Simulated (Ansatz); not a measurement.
# A hypothetical structure for LaFe2Pb2, part 2 of 2

Starting from a made-up structure for LaFe2Pb2, the aim is the relaxed cell, its shortest contacts and, where a second run follows, its electronic structure.

Ansatz 0.2.0; DFT, PBEsol, plane-wave PAW, files of the set soft_1, scalar-relativistic, ferromagnetic start, cell and ions relaxed at zero pressure; PAW set soft_1 (the session's first sound run).

So far: The structure; Relaxing cell and atoms. The relaxed cell has a = 4.315, c = 12.023 Å (conventional setting).

## (3) Bands of the relaxed cell

With the geometry fixed, one more self-consistent run, with a narrower smearing and the mesh shown in its input, gives the bands, and its pressure, and its forces where symmetry allows any, show how far the geometry depends on these settings.

This step: DFT, PBEsol, plane-wave PAW, files of the set soft_1, scalar-relativistic, ferromagnetic start, bands and density of states at the relaxed cell; PAW set soft_1 (Ansatz 0.2.0).

input.yaml reads:

```yaml
crystal:
  lattice:
    - [-2.15742376, 2.15742376, 6.0114308508]
    - [2.15742376, -2.15742376, 6.0114308508]
    - [2.15742376, 2.15742376, -6.0114308508]
  atoms:
    - { symbol: Pb, position: [0.3758189093, 0.3758189093, 0.0] }
    - { symbol: Pb, position: [0.6241810907, 0.6241810907, 0.0] }
    - { symbol: La, position: [0.0, 0.0, 0.0] }
    - { symbol: Fe, position: [0.75, 0.25, 0.5], spin: 2.6 }
    - { symbol: Fe, position: [0.25, 0.75, 0.5], spin: 2.6 }
magnetization:
  spin_polarized: true
kpoints:
  mp_grid: { grid: [10, 10, 10] }
  band_path:
    path:
      - [[0.0, 0.0, 0.0], [-0.5, 0.5, 0.0], [-0.5, 0.5, -0.0643999], [-0.28219995, 0.28219995, -0.28219995], [0.0, 0.0, 0.0], [0.5, 0.5, -0.5], [0.28219995, 0.71780005, -0.71780005], [0.0, 0.5, -0.5], [-0.25, 0.75, -0.25], [0.0643999, 0.9356001, -0.5], [0.5, 0.5, -0.5]]
      - [[-0.5, 0.5, 0.0], [-0.25, 0.75, -0.25]]
    npoints: 7
scf:
  occupations: { method: fermi_dirac, width: 0.03 }
  n_extra_bands: 12
hamiltonian:
  xc: pbesol
  pseudopotentials: { kind: paw, azcp: { folder: soft_1 }, xc_functional: pbe }
output:
  forces: true
  stress: true
  write_bands: true
  dos: { projected: true }
  write_density: true
  write_potential: true
  elf: true
  volumetric_format: npy
```

Started as:

```sh
> ansatz run input.yaml --threads 4 --pin off --max-ram 8192MiB --backend cpu --events-out ev --progress --plain --runs-dir out
```

Numbers of over 12 decimals in the logs are rounded to 6 here.

What it wrote:

```text
La: projections on atomic orbitals take those of the free atom [Kr 4d10] 4f0 5s2 5p6 5d1 6s2, of charge +0.00 (hamiltonian.pseudopotentials.projection_atoms); the dataset's partial waves leave at most 1.9e-5 of an orbital's norm unspanned inside its sphere
[...]
Crystal: 5 atoms, lattice volume = 111.920 Å³
Basis set: ecut = 420 eV, 2173 PW (Γ), exchange–correlation on 96×96×96 points (8 copies of the dense FFT grid, shifted against one another)
Bands: 48, of which v1, the nominal top of the filled ones, is band 36 counted from 1 (35 counted from 0)
Symmetry: 16 space group operations
[...]
k-points: 102 of 1000
[...]
Starting moments: Σ|m| = 5.2 μB on 2 of 5 sites
[...]
SCF iter   1: F=—  HF=-38573.540417 eV  |F-HF|=—  |Δ(HF+E_count)|=         —  Δρ=4.98e-2 (↑4.35e-2 ↓4.98e-2)  dr2=1.29e1  dr2_m=1.15e0  M=5.778 μB ∫|m|=6.464 μB  β_m=0.30  ethr=3.10e-3  ⟨swp⟩=6.8  Hψ=37954  notcnv=0
[...]
SCF iter  12: F=-38572.792006 eV  HF=-38572.792006 eV  |F-HF|=8.43e-8  |Δ(HF+E_count)|=   3.97e-9  Δρ=6.43e-6 (↑9.63e-7 ↓6.43e-6)  dr2=9.15e-8  dr2_m=9.21e-9  M=5.192 μB ∫|m|=5.765 μB  ethr=1.37e-10  ⟨swp⟩=13.6  Hψ=70239  notcnv=0
SCF 1 converged in 12 iterations: F = -38572.792006 eV  dr2 = 9.15e-8
[...]
NSCF: frozen V_eff on 79 k-points
SCF converged after 12 iterations
Magnetization: 5.1922 μB (38.0961 up, 32.9039 down)
Absolute magnetization: 5.7789 μB (∫|ρ↑−ρ↓|, with the PAW one-centre terms)
[...]
Per-site moments (μB) at R_I (Å): [(-0.022875, 1.086900), (-0.022875, 1.086900), (-0.00623288, 1.401167), (2.642538, 1.086900), (2.642538, 1.086900)]
Free energy (F): -38572.792006 eV
[...]
Internal energy: -38572.782264 eV  (E = F + TS)
E sigma→0 (E₀):  -38572.787135 eV
Entropy (-TS):   -0.009743 eV (-1.949 meV/atom)
Fermi energy:    13.351181 eV
[...]
--- Forces (eV/Å), atoms counted from 1 ---
  atom   1  Pb     0.00000000    -0.00000000     0.00346477
  atom   2  Pb    -0.00000000    -0.00000000    -0.00346477
  atom   3  La     0.00000000    -0.00000000    -0.00000000
  atom   4  Fe     0.00000000     0.00000000     0.00000000
  atom   5  Fe    -0.00000000    -0.00000000    -0.00000000
  max |Σ_I F_I| component: 3.99e-17 eV/Å
--- Stress (GPa, compression-positive) ---
       -0.040029       0.000000      -0.000000
        0.000000      -0.040029      -0.000000
       -0.000000      -0.000000      -0.112784
  P = ⅓ Tr σ = -0.0643 GPa (-0.643 kbar)
--- Band table (eV; the first three rows and the last of 204) ---
  k-point 0 ↑: bands = [... 32 lower, 11.3065, 11.3736, 12.0257, 12.4418, 12.4418, 12.9946, 14.5880, 14.5880, ... 8 higher]
  k-point 1 ↑: bands = [... 32 lower, 11.2627, 11.3718, 11.6269, 12.5042, 12.5181, 12.9346, 13.8768, 14.7136, ... 8 higher]
  k-point 2 ↑: bands = [... 32 lower, 11.2289, 11.2584, 11.2943, 12.4814, 12.4992, 12.8077, 13.0846, 14.9266, ... 8 higher]
  k-point 101 ↓: bands = [... 32 lower, 13.0020, 13.9539, 13.9539, 14.2325, 14.4054, 14.4482, 14.6097, 14.9854, ... 8 higher]
```

The job ended after 32 s (4 threads of Arm Neoverse V2, shared host; peak memory 1.1 GiB).

Numbers from this step:

```yaml
free_energy: -38572.7920 eV
smearing_term_ts: 0.009743 eV
magnetization: 5.192 μB
absolute_magnetization: 5.779 μB
site_moments: -0.02287, -0.02287, -0.006233, 2.643, 2.643 μB
pressure: -0.06428 GPa
```

From bands.tsv, the bands that come nearest the Fermi level along the path, at its corners, in eV from the Fermi level:

```
point  band_36_up  band_37_up  band_38_up  band_31_dn  band_32_dn  band_33_dn  band_34_dn  band_35_dn
    Γ       -0.91       -0.36        1.24       -0.29       -0.06        0.00        0.35        0.35
    X       -1.29       -0.92       -0.87       -0.61       -0.60        0.29        0.45        0.55
    Y       -1.35       -0.89       -0.87       -0.59       -0.58        0.31        0.48        0.54
    S       -0.55       -0.32        1.18       -0.50       -0.13        0.09        0.25        0.60
    Γ       -0.91       -0.36        1.24       -0.29       -0.06        0.00        0.35        0.35
    Z       -0.61       -0.01        0.47       -0.91       -0.35        0.60        0.60        0.88
   S1       -0.55       -0.32        1.18       -0.50       -0.13        0.09        0.25        0.60
    N       -0.29        0.32        0.40       -0.24       -0.10       -0.03        0.16        0.18
    P       -1.60       -0.89       -0.89       -0.64       -0.54        0.35        0.35        0.55
   Y1       -1.35       -0.89       -0.87       -0.59       -0.58        0.31        0.48        0.54
    Z       -0.61       -0.01        0.47       -0.91       -0.35        0.60        0.60        0.88
    X       -1.29       -0.92       -0.87       -0.61       -0.60        0.29        0.45        0.55
    P       -1.60       -0.89       -0.89       -0.64       -0.54        0.35        0.35        0.55
```

Spin density in the ab plane of the cell as run, not the conventional one, at fractional z = 0.000, with atoms of Pb and La within 0.2 Å of it.

Values in units of 1e-2 e/Å³, 10 rows by 16 columns, each cell a mean:
```
-0.5 -0.4  0.0 -0.2 -0.5 -0.7 -0.9 -1.1 -1.0 -0.8 -0.7 -0.9 -1.1 -1.3 -1.3 -0.8
-0.6  0.1  0.7  0.7  0.3 -0.2 -0.6 -0.9 -1.1 -1.0 -1.0 -1.1 -1.3 -1.3 -1.4 -1.2
-0.8 -0.4  0.1  0.5  0.5  0.3  0.0 -0.2 -0.1 -0.2 -0.6 -1.1 -1.3 -1.2 -1.1 -1.0
-0.8 -0.8 -0.6 -0.2  0.1  0.2  0.1  0.0  0.1 -0.3 -0.4 -0.3 -0.8 -1.0 -0.8 -0.7
-1.0 -1.1 -1.1 -0.7 -0.1  0.1 -0.1 -0.2 -0.2 -0.2  0.0  0.0 -0.4 -1.1 -1.1 -0.9
-0.9 -0.8 -1.1 -0.9 -0.1 -0.2 -0.2 -0.2 -0.2 -0.1  0.0  0.0 -0.3 -0.8 -1.1 -1.0
-0.8 -0.8 -0.9 -1.1 -0.8 -0.4 -0.3 -0.1  0.1  0.0  0.2  0.3  0.2 -0.2 -0.6 -0.8
-0.9 -1.1 -1.2 -1.3 -1.3 -1.0 -0.6 -0.4 -0.4 -0.3  0.0  0.4  0.7  0.6  0.1 -0.5
-0.9 -1.4 -1.4 -1.3 -1.1 -0.9 -0.9 -1.1 -1.2 -0.9 -0.6 -0.2  0.3  0.7  0.4 -0.2
-0.5 -0.8 -1.1 -1.1 -0.9 -0.8 -0.7 -0.9 -1.0 -0.9 -0.8 -0.7 -0.6 -0.4 -0.3 -0.6
```
Columns run along a (6.7 Å), rows up along b (6.7 Å). Atoms in or near the plane, at fractional coordinates: Pb at (0.38, 0.38), Pb at (0.62, 0.62), La at (0.00, 0.00).

Valence density in the ab plane of the cell as run, not the conventional one, at fractional z = 0.000, with atoms of Pb and La within 0.2 Å of it. It is the smooth field of the valence electrons, not physical close to the nuclei.

Ten steps, logarithmic in the rise over the least value, from '_' (0.1 e/Å³) to '@' (7.7 e/Å³), each cell a mean:
```
******++::____....::::....____..--++**
******++--......::::::....______..==++
++**++++--....::::----::....______..--
::======::....::--==++==--..________..
__..::::......::==**####++--..________
____..........::==**%%@@%%**--....____
......::::::..::--**%%@@@@%%++--......
....::::------::::==##@@@@@@##==::....
..::::--++++++==----++##%%%%##++--::::
::::::==**##%%##++----==******==--::::
....::--**%%@@@@##++--::--====--::::..
......::==##@@@@@@##==::::::::::::....
____....--**%%@@@@%%++--............__
________..--**##%%##++--::..........__
..________..--==****++--::....::----::
--..________..::--==--::::..::==++++++
++==::______....::::::::....::==++****
****==..______....::::....__..==******
****++--..____....::......____::++****
```
Columns run along a (6.7 Å), rows up along b (6.7 Å). Atoms in or near the plane, at fractional coordinates: Pb at (0.38, 0.38), Pb at (0.62, 0.62), La at (0.00, 0.00).

ELF in the ab plane of the cell as run, not the conventional one, at fractional z = 0.000, with atoms of Pb and La within 0.2 Å of it. It is the smooth field of the valence electrons, not physical close to the nuclei.

Ten even steps from '0' (0.01) to '9' (0.82), each cell a mean:
```
1398313444433311696
8799513454433321279
9999513444443321126
4676312444443322111
1122112444334332221
2222223444102433333
4444433444100243333
4454444434310034433
4444444433431134444
4444432343344444444
4444420034334444454
4333430003444444444
3333342002443322333
1223334323443211111
1112233444444213553
6211233344444226998
9721123344454227999
6972123344444216973
0696113444444214981
```
Columns run along a (6.7 Å), rows up along b (6.7 Å). Atoms in or near the plane, at fractional coordinates: Pb at (0.38, 0.38), Pb at (0.62, 0.62), La at (0.00, 0.00).

## (4) Results

- space group, relaxed: I4/mmm
- conventional cell: a = 4.315, b = 4.315, c = 12.023 Å; α = 90.0°, β = 90.0°, γ = 90.0°
- volume per atom: 22.38 Å³ (guess 23.69)
- total moment: 5.21 μB in the cell of 5 atoms

What this shows: LaFe2Pb2 relaxes to I4/mmm with a = 4.315, b = 4.315 and c = 12.023 Å. The guessed volume was 6 % too large. The space group I4/mmm was held in the relaxation, so the end point is a stationary structure within it and may be a saddle against distortions or other arrangements. The input starts from parallel moments, and no other start was typed. Bands cross the Fermi level, so it is a metal or semimetal at this level. On the 10×10×10 mesh with the narrower smearing (relaxed on 8×8×8) the largest force component is 0.003 eV/Å and the largest stress component is 0.113 GPa, against the relaxation's thresholds of 0.015 eV/Å and 0.05 GPa. The cutoff wasn't tested. Spin-orbit coupling is left out, which can matter for elements this heavy. No dispersion term is used, so weakly bound directions may come out too long. Nothing here tests whether the compound is stable against decomposition.

[Logs are printed without paths, hosts, clocks, repeated set-up lines and the standing remarks that a program may print on its own settings, such as how far it seeks lower states.]

[Hosts, paths, dates, database ids (printed as entryN), source tags and the programs' standing remarks are cut or masked in the printed files.]
